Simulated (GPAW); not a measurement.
**free-standing triangular Ti monolayer, spacing 2.603 A: parallel, opposed and spinless runs**

Wanted: the moments of free-standing triangular Ti monolayer, spacing 2.603 A and the energy of each order that was tried.

Calculated with GPAW 26.7.0; LDA; plane waves with GPAW's PAW setups, scalar-relativistic.

The raw output is cut from this account; settings, times and results stay.

### 1. Set-up

The cell holds 1 atom: 1 Ti. Cell: a = 2.603 Å, b = 2.603 Å, c = 14.000 Å, α = 90.0°, β = 90.0°, γ = 120.0°. model lattice. Vacuum lies along c.

### 2. Order 1, typed as ferro +

Parallel moments need no larger cell; this start tests for a ferromagnetic state only.

The input, order1.py:

```python
import json
import numpy as np
from ase import Atoms
from ase.parallel import paropen, parprint
from gpaw import GPAW

atoms = Atoms(['Ti'],
    cell=[[2.603, 0.0, 0.0],
         [-1.3015, 2.254264, 0.0],
         [0.0, 0.0, 14.0]],
    scaled_positions=[[0.0, 0.0, 0.5]],
    pbc=True,
    magmoms=[1.0])
atoms.calc = GPAW(mode={'name': 'pw', 'ecut': 550},
    xc='LDA',
    kpts={'size': (12, 12, 1), 'gamma': True},
    occupations={'name': 'fermi-dirac', 'width': 0.05},
    convergence={'density': 1e-05, 'energy': 1e-05},
    maxiter=200,
    symmetry={'tolerance': 1e-4},
    txt='order1.txt')
e = atoms.get_potential_energy(force_consistent=True)
res = {'free_energy': e, 'energy_sigma0': atoms.get_potential_energy(), 'fermi_energy': atoms.calc.get_fermi_level()}
res['moments'] = atoms.get_magnetic_moments().tolist()
res['total'] = atoms.get_magnetic_moment()
parprint('site moments (muB):', np.round(res['moments'], 3))
parprint(f"total moment: {res['total']:.3f} muB")
parprint(f'free energy: {e:.6f} eV')
atoms.calc.write('order1.gpw')
n = atoms.calc.get_pseudo_density()
up, down = (atoms.calc.get_pseudo_density(spin=i) for i in (0, 1))
np.savez('grids.npz', density=n, spin=up - down)
with paropen('results.json', 'w') as f:
    json.dump(res, f)
```

The run is started by

```console
$ OMP_NUM_THREADS=1 mpirun -n 2 gpaw python order1.py > order1.log
```

Run time: 11 s. Hardware: 2 MPI ranks of Intel Xeon Platinum 8488C (Sapphire Rapids), shared host; peak memory 0.4 GiB; 22 s of CPU time.

Numbers from this step:

| Property | Result |
| --- | --- |
| final state | non-magnetic |

After 16 cycles the seed has died away: no moment is left.

### 3. Run 2 (antiferro q=(0,1/2,0) +-)

Another pattern of signs weighs the neighbour shells otherwise.

The cell is doubled to 2 atoms to hold this order. Its mesh is chosen so that both cells sample the same points.

order2.py is the script of step 2 with these lines changed:

```diff
@@ -6,12 +6,13 @@
 
-atoms = Atoms(['Ti'],
+atoms = Atoms(['Ti', 'Ti'],
     cell=[[2.603, 0.0, 0.0],
-         [-1.3015, 2.254264, 0.0],
+         [-2.603, 4.508528, 0.0],
          [0.0, 0.0, 14.0]],
-    scaled_positions=[[0.0, 0.0, 0.5]],
+    scaled_positions=[[0.0, 0.0, 0.5],
+         [0.0, 0.5, 0.5]],
     pbc=True,
-    magmoms=[1.0])
+    magmoms=[1.0, -1.0])
 atoms.calc = GPAW(mode={'name': 'pw', 'ecut': 550},
     xc='LDA',
-    kpts={'size': (12, 12, 1), 'gamma': True},
+    kpts={'size': (12, 6, 1), 'gamma': True},
     occupations={'name': 'fermi-dirac', 'width': 0.05},
@@ -20,3 +21,3 @@
     symmetry={'tolerance': 1e-4},
-    txt='order1.txt')
+    txt='order2.txt')
 e = atoms.get_potential_energy(force_consistent=True)
@@ -28,3 +29,3 @@
 parprint(f'free energy: {e:.6f} eV')
-atoms.calc.write('order1.gpw')
+atoms.calc.write('order2.gpw')
 n = atoms.calc.get_pseudo_density()
```

The run is started by

```console
$ OMP_NUM_THREADS=1 mpirun -n 2 gpaw python order2.py > order2.log
```

The job ended after 49 s (2 MPI ranks; peak memory 0.61 GiB; 97 s of CPU time).

Read from the output:

* final state: non-magnetic

It ends in the same state without moments as the first start; the 0.034 meV between them is numerical noise.

### 4. Start 3: no spin polarisation

A run without seeds gives the zero against which the gain from the moments is read.

The input, nospin.py:

```python
import json
import numpy as np
from ase import Atoms
from ase.parallel import paropen, parprint
from gpaw import GPAW

atoms = Atoms(['Ti'],
    cell=[[2.603, 0.0, 0.0],
         [-1.3015, 2.254264, 0.0],
         [0.0, 0.0, 14.0]],
    scaled_positions=[[0.0, 0.0, 0.5]],
    pbc=True)
atoms.calc = GPAW(mode={'name': 'pw', 'ecut': 550},
    xc='LDA',
    kpts={'size': (12, 12, 1), 'gamma': True},
    occupations={'name': 'fermi-dirac', 'width': 0.05},
    convergence={'density': 1e-05, 'energy': 1e-05},
    maxiter=200,
    symmetry={'tolerance': 1e-4},
    txt='nospin.txt')
e = atoms.get_potential_energy(force_consistent=True)
res = {'free_energy': e, 'energy_sigma0': atoms.get_potential_energy(), 'fermi_energy': atoms.calc.get_fermi_level()}
parprint(f'free energy: {e:.6f} eV')
atoms.calc.write('nospin.gpw')
with paropen('results.json', 'w') as f:
    json.dump(res, f)
```

The run is started by

```console
$ OMP_NUM_THREADS=1 mpirun -n 2 gpaw python nospin.py > nospin.log
```

Elapsed: 6.6 s, on 2 MPI ranks; peak memory 0.36 GiB.

Numbers from this step:

```yaml
final_state: non-magnetic (no spin polarisation)
```

It ends in the same state without moments as the first start; the 1.0e-6 meV between them is numerical noise.

### 5. An attempt with other settings

An input with a fault is tried, to see how the program answers.

The input, run.py:

```python
import json
import numpy as np
from ase import Atoms
from ase.parallel import paropen, parprint
from gpaw import GPAW

atoms = Atoms(['Ti'],
    cell=[[2.603, 0.0, 0.0],
         [-1.3015, 2.254264, 0.0],
         [0.0, 0.0, 14.0]],
    scaled_positions=[[0.0, 0.0, 0.5]],
    pbc=True,
    magmoms=[1.0])
atoms.set_cell(atoms.cell * 1.8897, scale_atoms=True)
atoms.calc = GPAW(mode={'name': 'pw', 'ecut': 550},
    xc='LDA',
    kpts={'size': (12, 12, 1), 'gamma': True},
    occupations={'name': 'fermi-dirac', 'width': 0.05},
    convergence={'density': 1e-05, 'energy': 1e-05},
    maxiter=100,
    symmetry={'tolerance': 1e-4},
    txt='run.txt')
e = atoms.get_potential_energy(force_consistent=True)
res = {'free_energy': e, 'energy_sigma0': atoms.get_potential_energy(), 'fermi_energy': atoms.calc.get_fermi_level()}
res['moments'] = atoms.get_magnetic_moments().tolist()
res['total'] = atoms.get_magnetic_moment()
parprint('site moments (muB):', np.round(res['moments'], 3))
parprint(f"total moment: {res['total']:.3f} muB")
parprint(f'free energy: {e:.6f} eV')
atoms.calc.write('run.gpw')
with paropen('results.json', 'w') as f:
    json.dump(res, f)
```

The run is started by

```console
$ OMP_NUM_THREADS=1 mpirun -n 2 gpaw python run.py > run.log
```

The job ended after 67 s (2 MPI ranks; peak memory 0.9 GiB; 2.2 min of CPU time).

Convergence was reached, yet the input spoils the result.

The fault in the input: a cell typed in bohr.

The largest moment is 1.84 μB against 0 μB in the first run, and the free energy lies +3.72 eV from it.

The script takes ångström, so this cell is 1.89 times too wide.

### 6. Ranking

Energies are divided by the number of seeded atoms, so that cells of unlike size compare. Wavevectors q in the names are fractions of the reciprocal vectors of the first run's cell.

Orders:

```csv
start,final state,typed order kept,energy over the lowest (meV a seeded atom),largest site moment (μB),net moment (μB a primitive cell),mesh matched,CPU time (s)
ferro +,non-magnetic,no,0.03372,0,6.08e-5,yes,22.1
"antiferro q=(0,1/2,0) +-",non-magnetic,no,0,0,0,yes,97.29
no spin polarisation,non-magnetic,-,0.03372,0,0,yes,12.55
```

### 7. Summary of results

| Item | Value |
| --- | --- |
| lowest state found | non-magnetic (typed antiferro q=(0,1/2,0) +-) |
| largest site moment | 0 μB |

In words: The lowest state carries no moment above 0.15 μB, and no start kept one. This is the lowest of 3 finished starts, no proof of the ground state.

[Long decimals in the printed logs are rounded to 6 places.]

[Logs and program files are shortened in this print: banners, set-up blocks, solver, clock and traceback lines can be left out without a mark of their own.]

[Logs are printed without paths, hosts, clocks, repeated set-up lines and the standing remarks that a program may print on its own settings, such as how far it seeks lower states.]

[Hosts, paths, dates, database ids (printed as entryN), source tags and the programs' standing remarks are cut or masked in the printed files.]

[Where the starting crystal was built by hand or by swapping elements, it need not be the compound's stable phase.]

[Where a cell is said to come from a database of computed structures, the database is the Materials Project.]

[Runs that the program refused, that were killed for memory or that had too few empty states are not shown or counted.]

[Lattice constants of own cells that a recipe calls measured were typed without a cited source.]
